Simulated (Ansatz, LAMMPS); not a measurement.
## Charge trapping in aqueous Mg2+ and SO4 2-, 1.6 mol of salt per kg of water at 330 K (111 atoms)

Does an extra electron or hole in aqueous Mg2+ and SO4 2-, 1.6 mol of salt per kg of water at 330 K (111 atoms) stay spread out, or do the atoms trap it?

Program: Ansatz 0.2.0. Level of theory: Kohn-Sham DFT, PBE+D4, PAW (set soft_2), plane waves. Values are calculated unless marked as measured.

## Step 1: Set-up

The cell holds 111 atoms: 39 O, 1 S, 70 H and 1 Mg. Cell: a = 10.165 Å, b = 10.165 Å, c = 10.165 Å, α = 90.0°, β = 90.0°, γ = 90.0°. 35 H2O, 1 Mg2+, 1 SO4 2- placed at random, at 1.19 g/cm³; overlaps pushed apart, then 10 ps at 420 K with divalent ions of Li, Roberts, Chakravorty and Merz (J. Chem. Theory Comput. 9, 2733 (2013)); MMFF94 bonds, angles, torsions, charges and radii (Halgren, J. Comput. Chem. 17, 490 (1996)) in harmonic and 12-6 forms; SPC/E water (Berendsen, Grigera and Straatsma, J. Phys. Chem. 91, 6269 (1987)); charges of ions scaled by 0.85. Snapshot after 20 ps at 330 K and fixed volume.

Limits known from the start: The network of contacts between molecules at the start is that of the classical potential that made the cell, and needn't be the one that DFT or experiment would give. The Brillouin zone is sampled at Γ only, in a cell whose shortest periodic width is 10 Å. The liquid is relaxed first, so the results are those of a frozen frame at zero temperature.

## Step 2: Single point at the start

A single point comes first, to see the forces before anything moves.

File input.yaml:

```yaml
crystal:
  lattice:
    - [10.16539, 0.0, 0.0]
    - [0.0, 10.16539, 0.0]
    - [0.0, 0.0, 10.16539]
  atoms:
    - { symbol: O, position: [0.78849, 0.59516, 0.6518] }
    - { symbol: S, position: [0.70892, 0.70746, 0.63872] }
    - { symbol: O, position: [0.57867, 0.65528, 0.61079] }
    - { symbol: O, position: [0.70749, 0.78406, 0.75986] }
    - { symbol: O, position: [0.75027, 0.78754, 0.52383] }
    - { symbol: O, position: [0.95189, 0.03656, 0.13989] }
    - { symbol: H, position: [0.04054, 0.06465, 0.1078] }
    - { symbol: H, position: [0.96081, 0.95427, 0.19304] }
    - { symbol: O, position: [0.36558, 0.81937, 0.66093] }
    - { symbol: H, position: [0.38906, 0.72687, 0.63705] }
    - { symbol: H, position: [0.26798, 0.82699, 0.67052] }
    - { symbol: O, position: [0.99175, 0.59899, 0.24361] }
    - { symbol: H, position: [0.00446, 0.69535, 0.25878] }
    - { symbol: H, position: [0.98053, 0.58216, 0.14734] }
    - { symbol: O, position: [0.76953, 0.47225, 0.41012] }
    - { symbol: H, position: [0.7714, 0.52764, 0.49139] }
    - { symbol: H, position: [0.80581, 0.52371, 0.33453] }
    - { symbol: O, position: [0.70197, 0.0435, 0.8133] }
    - { symbol: H, position: [0.64157, 0.10677, 0.7683] }
    - { symbol: H, position: [0.68281, 0.95214, 0.78224] }
    - { symbol: O, position: [0.1013, 0.58144, 0.46902] }
    - { symbol: H, position: [0.19089, 0.54561, 0.44988] }
    - { symbol: H, position: [0.05843, 0.60919, 0.38494] }
    - { symbol: O, position: [0.01305, 0.33278, 0.2883] }
    - { symbol: H, position: [0.9543, 0.30458, 0.36199] }
    - { symbol: H, position: [0.99796, 0.42805, 0.26896] }
    - { symbol: O, position: [0.41749, 0.05171, 0.79022] }
    - { symbol: H, position: [0.39799, 0.97873, 0.72722] }
    - { symbol: H, position: [0.43473, 0.01421, 0.87952] }
    - { symbol: O, position: [0.46546, 0.54501, 0.78773] }
    - { symbol: H, position: [0.52042, 0.46968, 0.81908] }
    - { symbol: H, position: [0.50911, 0.58754, 0.71051] }
    - { symbol: O, position: [0.85813, 0.84848, 0.94312] }
    - { symbol: H, position: [0.80006, 0.82508, 0.86724] }
    - { symbol: H, position: [0.89964, 0.76685, 0.97905] }
    - { symbol: O, position: [0.92517, 0.58076, 0.97991] }
    - { symbol: H, position: [0.82694, 0.58528, 0.97702] }
    - { symbol: H, position: [0.96126, 0.59355, 0.8893] }
    - { symbol: O, position: [0.65908, 0.60286, 0.02949] }
    - { symbol: H, position: [0.60269, 0.65912, 0.97176] }
    - { symbol: H, position: [0.65854, 0.63891, 0.12102] }
    - { symbol: O, position: [0.68629, 0.02793, 0.10021] }
    - { symbol: H, position: [0.6537, 0.93655, 0.11646] }
    - { symbol: H, position: [0.67376, 0.08213, 0.18134] }
    - { symbol: O, position: [0.16022, 0.23983, 0.06006] }
    - { symbol: H, position: [0.1196, 0.28684, 0.13634] }
    - { symbol: H, position: [0.18592, 0.3052, 0.99119] }
    - { symbol: O, position: [0.49373, 0.81179, 0.95071] }
    - { symbol: H, position: [0.42053, 0.85623, 0.99912] }
    - { symbol: H, position: [0.45626, 0.75409, 0.8804] }
    - { symbol: O, position: [0.09733, 0.83344, 0.65617] }
    - { symbol: H, position: [0.06, 0.74249, 0.65275] }
    - { symbol: H, position: [0.05814, 0.8877, 0.58408] }
    - { symbol: O, position: [0.3268, 0.4656, 0.35661] }
    - { symbol: H, position: [0.32355, 0.38178, 0.408] }
    - { symbol: H, position: [0.376, 0.45074, 0.27272] }
    - { symbol: O, position: [0.29962, 0.91953, 0.32542] }
    - { symbol: H, position: [0.3193, 0.00247, 0.37452] }
    - { symbol: H, position: [0.34282, 0.8436, 0.37066] }
    - { symbol: O, position: [0.57561, 0.1895, 0.29727] }
    - { symbol: H, position: [0.5058, 0.18358, 0.36632] }
    - { symbol: H, position: [0.56323, 0.27198, 0.24511] }
    - { symbol: O, position: [0.91923, 0.97142, 0.49603] }
    - { symbol: H, position: [0.88287, 0.06232, 0.48647] }
    - { symbol: H, position: [0.84621, 0.90894, 0.51705] }
    - { symbol: O, position: [0.56078, 0.97081, 0.50584] }
    - { symbol: H, position: [0.48854, 0.91238, 0.53813] }
    - { symbol: H, position: [0.64531, 0.92051, 0.50403] }
    - { symbol: O, position: [0.27591, 0.21386, 0.45412] }
    - { symbol: H, position: [0.2394, 0.22336, 0.54497] }
    - { symbol: H, position: [0.20269, 0.21907, 0.38864] }
    - { symbol: O, position: [0.03581, 0.8408, 0.3036] }
    - { symbol: H, position: [0.99626, 0.88522, 0.38195] }
    - { symbol: H, position: [0.12828, 0.87208, 0.29137] }
    - { symbol: O, position: [0.68159, 0.39967, 0.78337] }
    - { symbol: H, position: [0.7208, 0.47521, 0.73404] }
    - { symbol: H, position: [0.64557, 0.33401, 0.71958] }
    - { symbol: O, position: [0.02543, 0.57825, 0.72269] }
    [... 27 atom lines left out ...]
    - { symbol: H, position: [0.23401, 0.31538, 0.7728] }
    - { symbol: H, position: [0.28628, 0.16355, 0.76821] }
    - { symbol: O, position: [0.83516, 0.24686, 0.9706] }
    - { symbol: H, position: [0.77829, 0.31099, 0.92233] }
    - { symbol: H, position: [0.89728, 0.29574, 0.02917] }
    - { symbol: Mg, position: [0.82683, 0.04754, 0.96635] }
kpoints:
  mp_grid: { grid: [1, 1, 1] }
hamiltonian:
  xc: pbe
  dispersion: d4
scf:
  occupations: { method: fixed }
output:
  forces: true
```

The run is started by

```sh
$ ansatz run input.yaml --threads 4 --pin off --max-ram 8192MiB --backend cpu --events-out ev --progress --plain --runs-dir out
```

The log of the run:

```text
[...]
Pseudopotentials: kind: paw
Pseudopotential: O, paw, valence charge 6, recommended cutoff 420 eV (normal), O.paw.azcp
Pseudopotential: S, paw, valence charge 6, recommended cutoff 420 eV (normal), S.paw.azcp
Pseudopotential: H, paw, valence charge 1, recommended cutoff 420 eV (normal), H.paw.azcp
Pseudopotential: Mg, paw, valence charge 10, recommended cutoff 420 eV (normal), Mg.paw.azcp
[...]
Crystal: 111 atoms, lattice volume = 1050.442 Å³
Basis set: ecut = 420 eV, 20377 PW (Γ), exchange–correlation on 144×144×144 points (8 copies of the dense FFT grid, shifted against one another)
Bands: 271, of which v1, the nominal top of the filled ones, is band 160 counted from 1 (159 counted from 0)
Symmetry: 1 space group operations
Space group: P1 (ITA 1), of the structure as read, at distance tolerance 1.0e-4 Å
k-points: 1
[...]
Initial density: superposition of atomic densities (neutral atoms: chi_scale 0, normalization atom), corrected by the library's trained network
Initial wavefunctions: pseudopotential atomic-orbital guess
[...]
SCF iter   1: F=—  HF=-26085.552718 eV  |F-HF|=—  |Δ(HF+E_count)|=         —  Δρ=3.03e-3  dr2=9.11e-2  ethr=1.77e-3  ⟨swp⟩=5.0  Hψ=906  notcnv=0  defer=107
preconditioner: auto → Resta (q_TF=auto, 2.238 Å⁻¹)  ε∞=2.2  [insulator: Δε(μ)=4.226 eV  Ē_g=18.045 eV  n_scr=202 (ndim 8)  ℏωp=20.2 eV  f_vac=0.248  ε∞_Penn≈2.2]
SCF iter   2: F=—  HF=-26085.490491 eV  |F-HF|=—  |Δ(HF+E_count)|=   6.22e-2  Δρ=1.53e-3  dr2=1.90e-2  ethr=2.85e-5  ⟨swp⟩=2.0  Hψ=437  notcnv=0  defer=109
SCF iter   3: F=—  HF=-26085.478637 eV  |F-HF|=—  |Δ(HF+E_count)|=   1.19e-2  Δρ=6.18e-4  dr2=4.45e-3  ethr=5.92e-6  ⟨swp⟩=3.0  Hψ=326  notcnv=0  defer=44
automatic band count: iteration 3 solves 206 bands in place of 271: the levels show a gap, and the empty bands left out lie too high to hold charge; the band table lists the bands solved (type scf.n_extra_bands for more)
SCF iter   4: F=—  HF=-26085.477440 eV  |F-HF|=—  |Δ(HF+E_count)|=   1.20e-3  Δρ=1.62e-4  dr2=3.57e-4  ethr=1.39e-6  ⟨swp⟩=2.0  Hψ=323  notcnv=0  defer=44
SCF iter   5: F=—  HF=-26085.477495 eV  |F-HF|=—  |Δ(HF+E_count)|=   5.52e-5  Δρ=9.70e-5  dr2=8.64e-5  ethr=1.11e-7  ⟨swp⟩=2.0  Hψ=325  notcnv=0  defer=44
SCF iter   6: F=—  HF=-26085.478979 eV  |F-HF|=—  |Δ(HF+E_count)|=   1.48e-3  Δρ=3.78e-5  dr2=1.29e-5  ethr=2.70e-8  ⟨swp⟩=2.0  Hψ=365  notcnv=0  defer=41
SCF iter   7: F=—  HF=-26085.478976 eV  |F-HF|=—  |Δ(HF+E_count)|=   2.94e-6  Δρ=9.25e-6  dr2=9.48e-7  ethr=4.05e-9  ⟨swp⟩=2.0  Hψ=321  notcnv=0  defer=42
SCF iter   8: F=—  HF=-26085.478976 eV  |F-HF|=—  |Δ(HF+E_count)|=   9.75e-8  Δρ=5.10e-6  dr2=2.32e-7  ethr=2.96e-10  ⟨swp⟩=2.0  Hψ=323  notcnv=0  defer=44
SCF iter   9: F=-26085.478976 eV  HF=-26085.478976 eV  |F-HF|=1.47e-8  |Δ(HF+E_count)|=   6.52e-8  Δρ=1.41e-6  dr2=1.89e-8  ethr=3.13e-11  ⟨swp⟩=5.0  Hψ=749  notcnv=0
SCF 1 converged in 9 iterations: F = -26085.478976 eV  dr2 = 1.89e-8
[...]
SCF converged after 9 iterations
Free energy (F): -26085.478976 eV
Harris-Foulkes:  -26085.478976 eV  (|F-HF|=1.47e-8)
Internal energy: -26085.478976 eV  (E = F + TS)
E sigma→0 (E₀):  -26085.478976 eV
Fermi energy:    -1.509161 eV
--- Per-component energies (eV) ---
[...]
Σ components = -26085.478976   (vs F -26085.478976, Δ=0.00e0)
--- Forces (eV/Å), atoms counted from 1 ---
  atom   1  O      3.56918853    -4.22661795     0.52517220
  atom   2  S     -1.55828676     3.94228235    -0.83517385
  atom   3  O     -2.04863909     0.14308314    -1.08710445
  atom   4  O     -0.40476946     0.71771115     0.54310078
[...]
atom 111  Mg     1.19132973    -0.33148294     0.04739251
  max |Σ_I F_I| component: 2.83e-5 eV/Å
```

Run time: 13 s. Hardware: 4 threads of AMD EPYC 7R13 (Zen 3), shared host; peak memory 1.2 GiB.

The column dr2 measures how far the density is from self-consistency, as an energy; F and HF (Harris–Foulkes) agree once it is small.

The r.m.s. force at the start is 0.69 eV/Å.

## Step 3: Relaxation

With the cell held, the atoms are moved downhill towards a nearby minimum.

File input.yaml:

```yaml
crystal:
  lattice:
    - [10.16539, 0.0, 0.0]
    - [0.0, 10.16539, 0.0]
    - [0.0, 0.0, 10.16539]
  atoms:
    [... the 111 atom lines of step 2 ...]
kpoints:
  mp_grid: { grid: [1, 1, 1] }
hamiltonian:
  xc: pbe
  dispersion: d4
scf:
  occupations: { method: fixed }
output:
  forces: true
relax:
  f_tol: 0.06
  max_steps: 150
```

The log of the run:

```text
[...]
Crystal: 111 atoms, lattice volume = 1050.442 Å³
Basis set: ecut = 420 eV, 20377 PW (Γ), exchange–correlation on 144×144×144 points (8 copies of the dense FFT grid, shifted against one another)
Bands: 271, of which v1, the nominal top of the filled ones, is band 160 counted from 1 (159 counted from 0)
Symmetry: 1 space group operations
[...]
k-points: 1
[...]
SCF iter   1: F=—  HF=-26085.552718 eV  |F-HF|=—  |Δ(HF+E_count)|=         —  Δρ=3.03e-3  dr2=9.11e-2  ethr=1.77e-3  ⟨swp⟩=5.0  Hψ=906  notcnv=0  defer=107
[...]
SCF iter   6: F=-26085.478970 eV  HF=-26085.478979 eV  |F-HF|=8.97e-6  |Δ(HF+E_count)|=   1.11e-5  Δρ=3.74e-5  dr2=1.28e-5  ethr=2.70e-8  ⟨swp⟩=3.0  Hψ=769  notcnv=0
SCF 1 converged in 6 iterations: F = -26085.478970 eV  dr2 = 1.28e-5
[...]
relax step   1: F+E_penalty+E_count = -26085.47897022 eV  Δ(F+E_penalty+E_count) = +0.000e0 eV  max|allowed force component| = 4.226e0 eV/Å  Δτ_max = 0.0000 Å  (6 SCF iters, dr2 threshold 9.00e-5 eV, accepted)
[... from here on, the SCF cycles and remarks between the steps are left out ...]
relax step   2: F+E_penalty+E_count = -26088.55546748 eV  Δ(F+E_penalty+E_count) = -3.076e0 eV  max|allowed force component| = 2.263e0 eV/Å  Δτ_max = 0.1949 Å  (6 SCF iters, dr2 threshold 1.00e-4 eV, accepted)
relax step   3: F+E_penalty+E_count = -26089.89129530 eV  Δ(F+E_penalty+E_count) = -1.336e0 eV  max|allowed force component| = 1.336e0 eV/Å  Δτ_max = 0.1949 Å  (6 SCF iters, dr2 threshold 1.00e-4 eV, accepted)
relax step   4: F+E_penalty+E_count = -26090.66358579 eV  Δ(F+E_penalty+E_count) = -7.723e-1 eV  max|allowed force component| = 8.434e-1 eV/Å  Δτ_max = 0.2000 Å  (6 SCF iters, dr2 threshold 1.00e-4 eV, accepted)
relax step   5: F+E_penalty+E_count = -26091.24025941 eV  Δ(F+E_penalty+E_count) = -5.767e-1 eV  max|allowed force component| = 8.041e-1 eV/Å  Δτ_max = 0.1951 Å  (6 SCF iters, dr2 threshold 1.00e-4 eV, accepted)
relax step   6: F+E_penalty+E_count = -26091.48235454 eV  Δ(F+E_penalty+E_count) = -2.421e-1 eV  max|allowed force component| = 4.281e-1 eV/Å  Δτ_max = 0.1961 Å  (6 SCF iters, dr2 threshold 1.00e-4 eV, accepted)
relax step   7: F+E_penalty+E_count = -26091.69773419 eV  Δ(F+E_penalty+E_count) = -2.154e-1 eV  max|allowed force component| = 3.309e-1 eV/Å  Δτ_max = 0.2000 Å  (6 SCF iters, dr2 threshold 5.20e-5 eV, accepted)
relax step   8: F+E_penalty+E_count = -26091.81805084 eV  Δ(F+E_penalty+E_count) = -1.203e-1 eV  max|allowed force component| = 2.341e-1 eV/Å  Δτ_max = 0.1966 Å  (7 SCF iters, dr2 threshold 3.11e-5 eV, accepted)
relax step   9: F+E_penalty+E_count = -26091.88691345 eV  Δ(F+E_penalty+E_count) = -6.886e-2 eV  max|allowed force component| = 5.462e-1 eV/Å  Δτ_max = 0.1990 Å  (7 SCF iters, dr2 threshold 2.74e-5 eV, accepted)
relax step  10: F+E_penalty+E_count = -26091.96240188 eV  Δ(F+E_penalty+E_count) = -7.549e-2 eV  max|allowed force component| = 3.922e-1 eV/Å  Δτ_max = 0.1943 Å  (6 SCF iters, dr2 threshold 1.00e-4 eV, accepted)
relax step  11: F+E_penalty+E_count = -26092.06269618 eV  Δ(F+E_penalty+E_count) = -1.003e-1 eV  max|allowed force component| = 4.766e-1 eV/Å  Δτ_max = 0.2000 Å  (6 SCF iters, dr2 threshold 7.93e-5 eV, accepted)
relax step  12: F+E_penalty+E_count = -26092.15147745 eV  Δ(F+E_penalty+E_count) = -8.878e-2 eV  max|allowed force component| = 8.114e-1 eV/Å  Δτ_max = 0.1934 Å  (6 SCF iters, dr2 threshold 1.00e-4 eV, accepted)
relax step  13: F+E_penalty+E_count = -26092.24975461 eV  Δ(F+E_penalty+E_count) = -9.828e-2 eV  max|allowed force component| = 5.678e-1 eV/Å  Δτ_max = 0.2000 Å  (6 SCF iters, dr2 threshold 1.00e-4 eV, accepted)
relax step  14: F+E_penalty+E_count = -26092.28914550 eV  Δ(F+E_penalty+E_count) = -3.939e-2 eV  max|allowed force component| = 1.043e0 eV/Å  Δτ_max = 0.1949 Å  (5 SCF iters, dr2 threshold 1.00e-4 eV, accepted)
relax step  15: F+E_penalty+E_count = -26092.39683622 eV  Δ(F+E_penalty+E_count) = -1.077e-1 eV  max|allowed force component| = 5.723e-1 eV/Å  Δτ_max = 0.2000 Å  (6 SCF iters, dr2 threshold 1.00e-4 eV, accepted)
relax step  16: F+E_penalty+E_count = -26092.47257926 eV  Δ(F+E_penalty+E_count) = -7.574e-2 eV  max|allowed force component| = 7.308e-1 eV/Å  Δτ_max = 0.1936 Å  (6 SCF iters, dr2 threshold 9.87e-5 eV, accepted)
relax step  17: F+E_penalty+E_count = -26092.52802603 eV  Δ(F+E_penalty+E_count) = -5.545e-2 eV  max|allowed force component| = 7.317e-1 eV/Å  Δτ_max = 0.1904 Å  (5 SCF iters, dr2 threshold 1.00e-4 eV, accepted)
relax step  18: F+E_penalty+E_count = -26092.57053777 eV  Δ(F+E_penalty+E_count) = -4.251e-2 eV  max|allowed force component| = 4.994e-1 eV/Å  Δτ_max = 0.1920 Å  (5 SCF iters, dr2 threshold 1.00e-4 eV, accepted)
relax step  19: F+E_penalty+E_count = -26092.61151628 eV  Δ(F+E_penalty+E_count) = -4.098e-2 eV  max|allowed force component| = 2.153e-1 eV/Å  Δτ_max = 0.1992 Å  (6 SCF iters, dr2 threshold 1.00e-4 eV, accepted)
relax step  20: F+E_penalty+E_count = -26092.64503486 eV  Δ(F+E_penalty+E_count) = -3.352e-2 eV  max|allowed force component| = 1.842e-1 eV/Å  Δτ_max = 0.1959 Å  (7 SCF iters, dr2 threshold 8.62e-6 eV, accepted)
relax step  21: F+E_penalty+E_count = -26092.66731896 eV  Δ(F+E_penalty+E_count) = -2.228e-2 eV  max|allowed force component| = 2.292e-1 eV/Å  Δτ_max = 0.1947 Å  (7 SCF iters, dr2 threshold 6.31e-6 eV, accepted)
relax step  22: F+E_penalty+E_count = -26092.68006775 eV  Δ(F+E_penalty+E_count) = -1.275e-2 eV  max|allowed force component| = 3.020e-1 eV/Å  Δτ_max = 0.1988 Å  (6 SCF iters, dr2 threshold 3.85e-5 eV, accepted)
relax step  23: F+E_penalty+E_count = -26092.68762141 eV  Δ(F+E_penalty+E_count) = -7.554e-3 eV  max|allowed force component| = 1.911e-1 eV/Å  Δτ_max = 0.0689 Å  (5 SCF iters, dr2 threshold 9.12e-5 eV, accepted)
relax step  24: F+E_penalty+E_count = -26092.69379116 eV  Δ(F+E_penalty+E_count) = -6.170e-3 eV  max|allowed force component| = 6.258e-2 eV/Å  Δτ_max = 0.0631 Å  (6 SCF iters, dr2 threshold 1.46e-5 eV, accepted)
relax step  25: F+E_penalty+E_count = -26092.69585949 eV  Δ(F+E_penalty+E_count) = -2.068e-3 eV  max|allowed force component| = 4.053e-2 eV/Å  Δτ_max = 0.0469 Å  (8 SCF iters, accepted)
SCF converged after 8 iterations
Free energy (F): -26092.695859 eV
[...]
Internal energy: -26092.695859 eV  (E = F + TS)
E sigma→0 (E₀):  -26092.695859 eV
Fermi energy:    -1.947003 eV
[...]
--- Forces (eV/Å), atoms counted from 1 ---
  atom   1  O      0.01061308    -0.01850343    -0.00087590
  atom   2  S     -0.02307584     0.02518445     0.04052601
  atom   3  O     -0.00088188    -0.00420821    -0.01484702
  atom   4  O      0.00213236    -0.01263430    -0.00898357
  atom   5  O      0.00762437     0.00994945    -0.02043645
  atom   6  O      0.01346093     0.00580732     0.00609231
  atom   7  H     -0.00362238     0.00069751    -0.00191070
  atom   8  H     -0.00582092     0.00050270    -0.00540929
  atom   9  O     -0.00305319    -0.00310201     0.00357236
  atom  10  H      0.00470978     0.00013566    -0.00031406
  atom  11  H     -0.00099124     0.00284234     0.00027133
  atom  12  O      0.00035267    -0.00353305     0.00718020
  atom  13  H     -0.00143137    -0.00319330    -0.00706169
  atom  14  H      0.00015738     0.00889286    -0.00182881
[...]
atom 110  H      0.00078341     0.00758019    -0.00064123
  atom 111  Mg    -0.00959476     0.00552499    -0.00181192
  max |Σ_I F_I| component: 8.46e-5 eV/Å
--- Relaxed structure (25 steps of the walk, 25 accepted, 0 SCFs on fresh bases) ---
  F+E_penalty+E_count = -26092.69585949 eV   max|allowed force component| = 4.053e-2 eV/Å
  atoms:
    - { symbol: O, position: [0.747049, 0.598542, 0.633046] }
    - { symbol: S, position: [0.660821, 0.718139, 0.628167] }
    - { symbol: O, position: [0.523162, 0.678997, 0.590080] }
    - { symbol: O, position: [0.656875, 0.780470, 0.761042] }
[...]
- { symbol: Mg, position: [0.859587, 0.029656, 0.944629] }
```

The job ended after 2.3 min (4 threads; peak memory 1.2 GiB).

The relaxation converged after 25 steps, 7.22 eV below its start, with a largest force component of 0.041 eV/Å.

[end of part 1 of 4]

[Long decimals in the printed logs are rounded to 6 places.]

[Logs are printed without paths, hosts, clocks, repeated set-up lines and the standing remarks that a program may print on its own settings, such as how far it seeks lower states.]

[Hosts, paths, dates, database ids (printed as entryN), source tags and the programs' standing remarks are cut or masked in the printed files.]

[The MMFF94 radii named for the starting cell were scaled by 0.96; in molecules described by MMFF94, hydrogen bound to N, O or S took a small fixed 12-6 site in their place.]
